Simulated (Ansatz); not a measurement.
Rows from a G0W0 calculation on HgC2S2N2 (C2/m) (Ansatz 0.2.0; G0W0 on PBE+U, plane waves, PAW; PAW set soft_1; 4×4×2 mesh, 587 empty bands, screening to 150 eV, PAW set soft_1 files), in eV. Spin-orbit coupling is left out.

```tsv
row	Σx	Σc	Vxc	Z
A	-11.29	-4.03	-16.19	0.78
B	-19.53	1.99	-16.46	0.75
C	-8.34	-4.00	-13.26	0.78
D	-8.27	-4.16	-13.41	0.77
E	-19.53	2.07	-16.37	0.75
F	-10.86	-3.62	-15.20	0.79
```

Question: Which rows are filled states and which are empty ones, and how can one tell?

Filled: B and E. Empty: A, C, D and F. The sign of Σc tells: for a filled state bare exchange, which holds its interaction with itself, lies below Vxc (Σx − Vxc is -3.1 eV or lower here) and screening gives part back as a positive Σc. For an empty state Σx lies above Vxc (+4.3 eV or more) and the Coulomb hole leaves Σc negative.

[Paths, hosts, dates, memory and timing lines, banners, echoed tables and standing remarks are left out of the program output.]

[Logs are printed without paths, hosts, clocks, repeated set-up lines and the standing remarks that a program may print on its own settings, such as how far it seeks lower states.]

[Runs of the session that timed out or met a known fault of the program may be left out.]

[Cells called generated may have been cut or substituted from an entry of the Crystallography Open Database or the Materials Project.]

[Hosts, paths, dates, database ids (printed as entryN), source tags and the programs' standing remarks are cut or masked in the printed files.]
